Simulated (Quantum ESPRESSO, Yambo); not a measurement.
Planning a run of Quantum ESPRESSO 7.5 on WSe2. The input:

```
&control
  calculation = 'scf'
  prefix = 'x'
  outdir = 'o'
  pseudo_dir = 'pseudo'
/
&system
  ibrav = 0
  nat = 3
  ntyp = 2
  ecutwfc = 104.0
  nbnd = 72
  force_symmorphic = .true.
  noncolin = .true.
  lspinorb = .true.
/
&electrons
  conv_thr = 1e-10
  electron_maxstep = 80
  mixing_beta = 0.5
/
ATOMIC_SPECIES
  W 183.84 W.upf
  Se 78.971 Se.upf
CELL_PARAMETERS angstrom
  3.3222560070 0.0000000002 0.0000000000
  -1.6611280037 2.8771580998 0.0000000000
  0.0000000000 0.0000000000 16.0000000000
ATOMIC_POSITIONS crystal
  W 0.3333333333 0.6666666667 0.5000000000
  Se 0.6666666667 0.3333333333 0.6049054834
  Se 0.6666666667 0.3333333333 0.3950945166
K_POINTS automatic
  12 12 1 0 0 0
```

```sh
OMP_NUM_THREADS=1 mpirun -n 8 pw.x -nk 8 -in pw.in > pw.out
```

**Question.** How long will it take on 8 MPI ranks of Intel Xeon 6975P-C (Granite Rapids), shared host, and how much memory?

It took 3 min; on shared hardware allow 89 s to 6 min. Peak host memory was 4.4 GiB.

[Paths, hosts, dates, memory and timing lines, banners, echoed tables and standing remarks are left out of the program output.]

[Logs are printed without paths, hosts, clocks, repeated set-up lines and the standing remarks that a program may print on its own settings, such as how far it seeks lower states.]

[Runs of the session that timed out or met a known fault of the program may be left out.]

[Hosts, paths, dates, database ids (printed as entryN), source tags and the programs' standing remarks are cut or masked in the printed files.]
